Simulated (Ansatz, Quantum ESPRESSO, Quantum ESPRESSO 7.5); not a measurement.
## Screening and band shifts of 1T-SiSSe, 1 layer

Wanted: polarisability and gap of 1T-SiSSe, 1 layer against a perpendicular field.

Program: Quantum ESPRESSO 7.5. Level of theory: plane-wave DFT, vdW-DF-cx, GBRV ultrasoft pseudopotentials made under PBE (geometry and cross-check by Ansatz 0.2.0 with PAW datasets; geometry under PBE). Results are calculated unless marked as measured.

Most raw output is cut from this account.

### Step 1. Set-up

The cell holds 3 atoms: 1 Se, 1 Si and 1 S. Its edges and angles: a = 3.405 Å, b = 3.405 Å, c = 18.924 Å, α = 90.0°, β = 90.0°, γ = 120.0°. It derives from SiSSe. Vacuum lies along c.

Structure file:

```cif
data_structure
_symmetry_space_group_name_H-M 'P 1'
_symmetry_Int_Tables_number 1
_cell_length_a 3.4050
_cell_length_b 3.4050
_cell_length_c 18.9236
_cell_angle_alpha 90.000
_cell_angle_beta 90.000
_cell_angle_gamma 120.000
_cell_volume 190.01
loop_
_atom_site_label
_atom_site_type_symbol
_atom_site_fract_x
_atom_site_fract_y
_atom_site_fract_z
_atom_site_occupancy
Se1 Se 0.66667 0.33333 0.44917 1
Si2 Si 0.00000 0.00000 0.50356 1
S3 S 0.33333 0.66667 0.55083 1
```

This sheet is a model structure: its symmetry is held, and its stability is not tested here.

### Step 2. Geometry from Ansatz

A relaxation in Ansatz fixes the structure of this slab for the runs on it.

Contents of input.yaml:

```yaml
crystal:
  lattice:
    - [3.405, 0.0, 0.0]
    - [-1.7025, 2.9488164999, 0.0]
    - [0.0, 0.0, 18.9236433976]
  atoms:
    - { symbol: Se, position: [0.6666666667, 0.3333333333, 0.4491735456] }
    - { symbol: Si, position: [0.0, 0.0, 0.5035613918] }
    - { symbol: S, position: [0.3333333333, 0.6666666667, 0.5508264544] }
kpoints:
  mp_grid: { grid: [12, 12, 1] }
hamiltonian:
  xc: pbe
scf:
  occupations: { method: fermi_dirac, width: 0.05 }
  convergence: { dr2_threshold: 1.0e-08 }
efield:
  axis: 3
  dipole_correction: true
  ramp_position: 0.97
  ramp_width: 0.04
relax:
  f_tol: 0.01
  cell: { fix: [c, alpha, beta] }
output:
  write_potential: true
  write_density: true
  volumetric_format: npy
```

Run with:

```console
ansatz run input.yaml --threads 4 --pin off --max-ram 8192MiB --backend cpu --events-out ev --progress --plain --runs-dir out
```

The job ended after 9.6 s (4 threads of Arm Neoverse V2, shared host; peak memory 0.47 GiB).

Relaxation path:

```
step  energy less that of the first step (eV)  largest force component (eV/Å)  pressure (GPa)  volume (Å³)
   1                                   0.0000                          6.3928            9.96       190.01
   2                                  -1.8047                          3.1822            4.12       193.00
   3                                  -2.4995                          0.6695            0.83       189.77
   4                                  -2.4985                          0.7077           -0.56       188.72
   5                                  -2.5287                          0.0454            0.01       190.01
   6                                  -2.5287                          0.0155            0.01       190.04
   7                                  -2.5287                          0.0012            0.00       190.12
  8*                                  -2.5287                          0.0011            0.00       190.12
```

Relaxation steps marked * repeat the geometry before them on a plane-wave basis chosen anew for their cell, so energy and pressure can jump there. Relaxation step 4 was tried and not accepted.

```
cell as run  before  after  change
      a (Å)   3.405  3.406  +0.0 %
      b (Å)   3.405  3.406  +0.0 %
```

The atoms that moved most (Å, along periodic axes as changes of fractional coordinates times the final cell, across vacuum about the mean position):

```
atom     dx     dy      dz  length
 Se1  0.000  0.000  -0.421   0.421
  S3  0.000  0.000   0.415   0.415
 Si2  0.000  0.000   0.006   0.006
```

The relaxed structure:

```xyz
3
Lattice="3.4060 0.0000 0.0000 -1.7030 2.9497 0.0000 0.0000 0.0000 18.9236" Properties=species:S:1:pos:R:3
Se    1.7030    0.9832    8.0793
Si    0.0000    0.0000    9.5353
S     0.0000    1.9664   10.8383
```

Numbers from this step:

| Quantity | Value |
| --- | --- |
| free energy | -7008.1979 eV |
| Fermi energy | -1.349 eV |
| gap by band count | 0.6802 eV |
| symmetry operations | 6 |
| dipole along the normal | -0.01870 e·Å |
| vacuum level at the upper face over a Fermi level inside the gap | 5.639 eV |
| vacuum level at the lower face over a Fermi level inside the gap | 5.302 eV |

### Step 3. SCF with pw.x: no field

The zero-field run is the reference. tefield and dipfield are on already, so that all runs share k-points and boundary.

Level of this step: plane-wave DFT, vdW-DF-cx, GBRV ultrasoft pseudopotentials made under PBE (Quantum ESPRESSO 7.5). input_dft overrides the functional of the files.

Contents of f0.in:

```
&control
  prefix = 'f0'
  outdir = './out'
  pseudo_dir = './pseudo'
  calculation = 'scf'
  tprnfor = .true.
  tefield = .true.
  dipfield = .true.
/
&system
  ibrav = 0
  nat = 3
  ntyp = 3
  ecutwfc = 40
  ecutrho = 200
  input_dft = 'vdw-df-cx'
  occupations = 'smearing'
  smearing = 'fd'
  degauss = 0.004
  edir = 3
  emaxpos = 0.97
  eopreg = 0.04
  eamp = 0.0
/
&electrons
  conv_thr = 1e-09
  mixing_beta = 0.4
  electron_maxstep = 120
  mixing_mode = 'plain'
/
ATOMIC_SPECIES
  Se  78.9710  se_pbe_v1.uspp.F.UPF
  Si  28.0850  si_pbe_v1.uspp.F.UPF
  S   32.0600  s_pbe_v1.4.uspp.F.UPF
CELL_PARAMETERS angstrom
  3.40598884481238 0.00000000000000 0.00000000000000
  -1.70299442240619 2.94967286461394 -0.00000000000000
  0.00000000000000 -0.00000000000000 18.92364339760000
ATOMIC_POSITIONS crystal
  Se  0.666666666667 0.333333333333 0.426942135683
  Si  0.000000000000 -0.000000000000 0.503882251170
  S   0.333333333333 0.666666666667 0.572737004946
K_POINTS automatic
  12 12 1 0 0 0
```

Run with:

```console
OMP_NUM_THREADS=1 mpirun -n 4 pw.x -nk 4 -in f0.in > f0.out
```

Wall time 41 s (4 MPI ranks); peak memory 0.79 GiB; 2.8 min of CPU time.

Read from the output:

| Quantity | Value |
| --- | --- |
| free energy | -1049.3734 eV |
| energy at zero smearing | -1049.3734 eV |
| Fermi energy | -1.745 eV |
| dipole along the normal | -0.01730 e·Å |
| valence top, on the run's zero | -2.114 eV |
| conduction bottom, on the run's zero | -1.433 eV |
| gap by band count | 0.6811 eV |

The program's own clock; routines nest. Time by routine:

```
   routine  wall time (s)  calls
     PWSCF           40.8      1
 electrons          25.42      1
   c_bands          16.92     12
  v_of_rho          16.84     12
  init_run          14.56      1
   potinit          13.69      1
   cegterg          13.37    228
vdW_kernel          13.34      1
     h_psi           10.3   1184
      fftw           8.51  18866
  vloc_psi           8.17   1184
  sum_band           3.77     12
       fft           1.52    816
      newd            1.5     12
```

The run needed 11 iterations to bring the estimated error under 1e-09 Ry; the largest force on any atom, held or free, is 0.05 eV/Å.

### Step 4. Potential by pp.x

The vacuum level is read from the electrostatic potential (plot_num = 11), averaged over planes.

Contents of f0.pot.in:

```
&inputpp
  prefix = 'f0'
  outdir = './out'
  filplot = 'f0.pot.dat'
  plot_num = 11
/
```

Run with:

```console
OMP_NUM_THREADS=1 mpirun -n 4 pp.x -in f0.pot.in > f0.pot.out
```

Elapsed: 14 s, on 4 MPI ranks; peak memory 0.21 GiB; 57 s of CPU time.

Numbers from this step:

```
slope of the potential above                                          : 2.82e-5 eV/Å
upper vacuum line continued to the top atoms, over the valence top    : 6.111 eV
slope of the potential below                                          : -3.46e-5 eV/Å
lower vacuum line continued to the bottom atoms, over the valence top : 5.799 eV
vacuum level at the upper face over the valence top of the mesh       : 6.111 eV
vacuum level at the lower face over the valence top of the mesh       : 5.799 eV
```

The vacuum is flat to 0.1 meV/Å, so its level is well defined. Inside the slab the curve depends on the local part of the pseudopotentials; only the vacuum level has a meaning of its own.

### Step 5. Bands along a path: no field

A bands run reads the converged density and follows the path given under K_POINTS.

f0.bands.in, as its differences from the input of step 3:

```diff
@@ -1,7 +1,6 @@
 &control
-  prefix = 'f0'
+  prefix = 'f0.bands'
   outdir = './out'
   pseudo_dir = './pseudo'
-  calculation = 'scf'
-  tprnfor = .true.
+  calculation = 'bands'
   tefield = .true.
@@ -23,8 +22,9 @@
   eamp = 0.0
+  nbnd = 14
 /
 &electrons
-  conv_thr = 1e-09
+  conv_thr = 1e-07
   mixing_beta = 0.4
   electron_maxstep = 120
-  mixing_mode = 'plain'
+  mixing_mode = 'local-TF'
 /
@@ -42,3 +42,7 @@
   S   0.333333333333 0.666666666667 0.572737004946
-K_POINTS automatic
-  12 12 1 0 0 0
+K_POINTS crystal_b
+4
+  0.0000000000 0.0000000000 0.0000000000 14
+  0.5000000000 0.0000000000 0.0000000000 14
+  0.3333333333 0.3333333333 0.0000000000 14
+  0.0000000000 0.0000000000 0.0000000000 1
```

Run with:

```console
cp -r out/f0.save out/f0.bands.save
cp out/f0.xml out/f0.bands.xml
OMP_NUM_THREADS=1 mpirun -n 4 pw.x -nk 4 -in f0.bands.in > f0.bands.out
```

Run time: 28 s. Hardware: 4 MPI ranks; peak memory 0.33 GiB; 1.9 min of CPU time.

Read from the output:

* valence top, on the run's zero: -2.113 eV
* gap by band count: 0.6796 eV

Band numbers count within the set of bands kept for display. Electronic bands along the path, in eV, zero at the highest filled level of the SCF mesh; v1 is the highest filled band, c1 the lowest empty one:

```
  point     v4     v3     v2     v1    c1    c2    c3    c4
      Γ  -1.20  -1.20  -0.04  -0.04  2.59  3.86  4.54  4.54
halfway  -2.68  -2.47  -1.21  -0.26  2.13  4.67  5.47  5.76
      M  -3.21  -2.87  -1.29  -0.73  0.68  4.39  5.04  5.81
halfway  -4.40  -3.28  -1.48  -1.14  1.97  5.30  5.65  5.98
      K  -4.80  -4.49  -1.43  -1.23  2.34  5.72  5.89  6.88
halfway  -3.94  -2.07  -1.54  -0.77  2.89  4.80  5.48  5.90
      Γ  -1.20  -1.20  -0.04  -0.04  2.59  3.86  4.54  4.54
```

Along this path the valence top lies between Γ and M and the conduction bottom at M.

### Step 6. Ground state: field 0.1 V/Å

eamp is the field in Hartree atomic units (1 a.u. = 51.42 V/Å). With dipfield on, it is the field in the vacuum beside an isolated sheet. The run starts from the density of the one before.

f1.in, as its differences from the input of step 3:

```diff
@@ -1,3 +1,3 @@
 &control
-  prefix = 'f0'
+  prefix = 'f1'
   outdir = './out'
@@ -22,3 +22,3 @@
   eopreg = 0.04
-  eamp = 0.0
+  eamp = 0.00194469
 /
@@ -29,2 +29,3 @@
   mixing_mode = 'plain'
+  startingpot = 'file'
 /
```

Run with:

```console
cp -r out/f0.save out/f1.save
OMP_NUM_THREADS=1 mpirun -n 4 pw.x -nk 4 -in f1.in > f1.out
```

The job ended after 42 s (4 MPI ranks; peak memory 0.79 GiB).

Read from the output:

```
free energy                          : -1049.3730 eV
energy at zero smearing              : -1049.3730 eV
Fermi energy                         : -1.739 eV
dipole along the normal              : 0.009681 e·Å
valence top, on the run's zero       : -2.111 eV
conduction bottom, on the run's zero : -1.425 eV
gap by band count                    : 0.6866 eV
```

The dipole goes from -0.0173 to 0.0097 e Å, 0.2698 e Å per V/Å.

### Step 7. Potential by pp.x

Contents of f1.pot.in:

```
&inputpp
  prefix = 'f1'
  outdir = './out'
  filplot = 'f1.pot.dat'
  plot_num = 11
/
```

Run with:

```console
OMP_NUM_THREADS=1 mpirun -n 4 pp.x -in f1.pot.in > f1.pot.out
```

The job ended after 14 s (4 MPI ranks; peak memory 0.22 GiB; 57 s of CPU time).

Numbers from this step:

```
slope of the potential above                                          : 0.1000 eV/Å
upper vacuum line continued to the top atoms, over the valence top    : 6.019 eV
slope of the potential below                                          : 0.09996 eV/Å
lower vacuum line continued to the bottom atoms, over the valence top : 5.917 eV
```

The slope in the vacuum is 0.100 eV/Å for an applied 0.10 V/Å, as it should be.

### Step 8. Self-consistent run: field 0.2 V/Å

f2.in, as its differences from the input of step 6:

```diff
@@ -1,3 +1,3 @@
 &control
-  prefix = 'f1'
+  prefix = 'f2'
   outdir = './out'
@@ -22,3 +22,3 @@
   eopreg = 0.04
-  eamp = 0.00194469
+  eamp = 0.00388938
 /
```

Run with:

```console
cp -r out/f0.save out/f2.save
OMP_NUM_THREADS=1 mpirun -n 4 pw.x -nk 4 -in f2.in > f2.out
```

Run time: 45 s. Hardware: 4 MPI ranks; peak memory 0.43 GiB.

This step gave:

* free energy: -1049.3754 eV
* energy at zero smearing: -1049.3753 eV
* Fermi energy: -1.735 eV
* dipole along the normal: 0.03666 e·Å
* valence top, on the run's zero: -2.109 eV
* conduction bottom, on the run's zero: -1.418 eV
* gap by band count: 0.6920 eV

The dipole goes from -0.0173 to 0.0367 e Å, 0.2698 e Å per V/Å.

### Step 9. Potential by pp.x

Contents of f2.pot.in:

```
&inputpp
  prefix = 'f2'
  outdir = './out'
  filplot = 'f2.pot.dat'
  plot_num = 11
/
```

Run with:

```console
OMP_NUM_THREADS=1 mpirun -n 4 pp.x -in f2.pot.in > f2.pot.out
```

The job ended after 14 s (4 MPI ranks; peak memory 0.21 GiB).

Numbers from this step:

```
slope of the potential above                                          : 0.2000 eV/Å
upper vacuum line continued to the top atoms, over the valence top    : 5.928 eV
slope of the potential below                                          : 0.1999 eV/Å
lower vacuum line continued to the bottom atoms, over the valence top : 6.037 eV
```

The slope in the vacuum is 0.200 eV/Å for an applied 0.20 V/Å, as it should be.

### Step 10. Band structure: field 0.2 V/Å

f2.bands.in, as its differences from the input of step 5:

```diff
@@ -1,3 +1,3 @@
 &control
-  prefix = 'f0.bands'
+  prefix = 'f2.bands'
   outdir = './out'
@@ -21,3 +21,3 @@
   eopreg = 0.04
-  eamp = 0.0
+  eamp = 0.00388938
   nbnd = 14
```

Run with:

```console
cp -r out/f2.save out/f2.bands.save
cp out/f2.xml out/f2.bands.xml
OMP_NUM_THREADS=1 mpirun -n 4 pw.x -nk 4 -in f2.bands.in > f2.bands.out
```

Run time: 28 s. Hardware: 4 MPI ranks; peak memory 0.33 GiB; 1.9 min of CPU time.

This step gave:

```
valence top, on the run's zero : -2.107 eV
gap by band count              : 0.6894 eV
```

Band numbers count within the set of bands kept for display. The electronic bands at the labelled points (eV, zero at the highest filled level of the SCF mesh; v1 is the highest filled band, c1 the lowest empty one):

```
  point     v4     v3     v2     v1    c1    c2    c3    c4
      Γ  -1.18  -1.18  -0.04  -0.04  2.60  3.82  4.27  4.55
halfway  -2.67  -2.45  -1.20  -0.26  2.14  4.59  5.31  5.70
      M  -3.20  -2.86  -1.28  -0.72  0.69  4.39  5.06  5.81
halfway  -4.39  -3.27  -1.47  -1.13  1.98  5.31  5.65  6.00
      K  -4.79  -4.48  -1.40  -1.23  2.35  5.71  5.92  6.88
halfway  -3.93  -2.05  -1.54  -0.76  2.91  4.79  5.26  6.00
      Γ  -1.18  -1.18  -0.04  -0.04  2.60  3.82  4.27  4.55
```

Upper empty bands that drop with the field can be states of the vacuum, held by the sawtooth; they depend on the cell's width.

Along this path the valence top lies between Γ and M and the conduction bottom at M.

### Step 11. SCF with pw.x: field -0.2 V/Å

f3.in, as its differences from the input of step 8:

```diff
@@ -1,3 +1,3 @@
 &control
-  prefix = 'f2'
+  prefix = 'f3'
   outdir = './out'
@@ -22,3 +22,3 @@
   eopreg = 0.04
-  eamp = 0.00388938
+  eamp = -0.00388938
 /
```

Run with:

```console
cp -r out/f0.save out/f3.save
OMP_NUM_THREADS=1 mpirun -n 4 pw.x -nk 4 -in f3.in > f3.out
```

It took 41 s on 4 MPI ranks; peak memory 0.79 GiB.

This step gave:

- free energy: -1049.3823 eV
- energy at zero smearing: -1049.3822 eV
- Fermi energy: -1.759 eV
- dipole along the normal: -0.07133 e·Å
- valence top, on the run's zero: -2.122 eV
- conduction bottom, on the run's zero: -1.452 eV
- gap by band count: 0.6699 eV

The dipole goes from -0.0173 to -0.0713 e Å, 0.2701 e Å per V/Å.

### Step 12. Potential by pp.x

Contents of f3.pot.in:

```
&inputpp
  prefix = 'f3'
  outdir = './out'
  filplot = 'f3.pot.dat'
  plot_num = 11
/
```

Run with:

```console
OMP_NUM_THREADS=1 mpirun -n 4 pp.x -in f3.pot.in > f3.pot.out
```

It took 14 s on 4 MPI ranks; peak memory 0.22 GiB.

This step gave:

- slope of the potential above: -0.2000 eV/Å
- upper vacuum line continued to the top atoms, over the valence top: 6.299 eV
- slope of the potential below: -0.2000 eV/Å
- lower vacuum line continued to the bottom atoms, over the valence top: 5.566 eV

The slope in the vacuum is -0.200 eV/Å for an applied -0.20 V/Å, as it should be.

Each curve counts from the valence top of its own run.

The potential energy (potential at 0 V/Å) oscillates, so the rows of the table below give means over windows of 1 Å about each position, cut where the curve ends. Its maxima inside the range that stand out by 2 % of the span (Å: eV): 8.9: -5.34, 10.2: -6.48. Its minima: 8.1: -14.6, 9.6: -10.1, 10.7: -11.5.

The runs together. Potential energy against z; means over each step:

```
z (Å)  potential at 0 V/Å (eV)  potential at 0.1 V/Å (eV)  potential at 0.2 V/Å (eV)  potential at -0.2 V/Å (eV)
    0                     5.82                       5.22                       4.63                        7.00
    1                     5.80                       5.21                       4.62                        6.98
    2                     5.80                       5.31                       4.82                        6.78
    3                     5.80                       5.41                       5.02                        6.58
    4                     5.80                       5.51                       5.22                        6.38
    5                     5.79                       5.60                       5.41                        6.17
    6                     5.64                       5.54                       5.44                        5.83
    7                     2.80                       2.78                       2.75                        2.86
    8                    -11.2                      -11.2                      -11.2                       -11.2
    9                    -7.46                      -7.46                      -7.46                       -7.46
   10                    -8.23                      -8.22                      -8.21                       -8.25
   11                    -7.90                      -7.89                      -7.87                       -7.94
   12                     4.25                       4.30                       4.35                        4.16
   13                     6.02                       6.15                       6.28                        5.77
   14                     6.11                       6.33                       6.56                        5.66
   15                     6.11                       6.44                       6.76                        5.47
   16                     6.11                       6.54                       6.96                        5.27
   17                     6.11                       6.64                       7.16                        5.07
   18                     6.11                       6.71                       7.31                        4.91
```

### Step 13. Bands along a path: field -0.2 V/Å

f3.bands.in, as its differences from the input of step 10:

```diff
@@ -1,3 +1,3 @@
 &control
-  prefix = 'f2.bands'
+  prefix = 'f3.bands'
   outdir = './out'
@@ -21,3 +21,3 @@
   eopreg = 0.04
-  eamp = 0.00388938
+  eamp = -0.00388938
   nbnd = 14
```

Run with:

```console
cp -r out/f3.save out/f3.bands.save
cp out/f3.xml out/f3.bands.xml
OMP_NUM_THREADS=1 mpirun -n 4 pw.x -nk 4 -in f3.bands.in > f3.bands.out
```

The job ended after 28 s (4 MPI ranks; peak memory 0.33 GiB; 1.9 min of CPU time).

Numbers from this step:

* gap by band count: 0.6698 eV

Band numbers count within the set of bands kept for display. Electronic bands along the path, in eV, zero at the highest filled level of the SCF mesh; v1 is the highest filled band, c1 the lowest empty one:

```
  point     v4     v3     v2     v1    c1    c2    c3    c4
      Γ  -1.23  -1.23  -0.04  -0.04  2.58  3.87  4.46  4.53
halfway  -2.68  -2.49  -1.22  -0.27  2.12  4.68  5.30  5.76
      M  -3.23  -2.89  -1.30  -0.73  0.67  4.38  5.02  5.80
halfway  -4.42  -3.30  -1.49  -1.15  1.96  5.28  5.66  5.96
      K  -4.81  -4.50  -1.45  -1.22  2.33  5.73  5.86  6.88
halfway  -3.95  -2.09  -1.54  -0.78  2.88  4.78  5.61  5.63
      Γ  -1.23  -1.23  -0.04  -0.04  2.58  3.87  4.46  4.53
```

Upper empty bands that drop with the field can be states of the vacuum, held by the sawtooth; they depend on the cell's width.

Along this path the valence top lies between Γ and M and the conduction bottom at M.

(Part 1 of 2 ends here.)

[Logs are printed without paths, hosts, clocks, repeated set-up lines and the standing remarks that a program may print on its own settings, such as how far it seeks lower states.]

[Hosts, paths, dates, database ids (printed as entryN), source tags and the programs' standing remarks are cut or masked in the printed files.]

[Maps of the electrostatic potential energy from Ansatz leave out the sawtooth potential of an applied field or a dipole correction, so their vacuum need not be flat; planar profiles and work functions include it.]
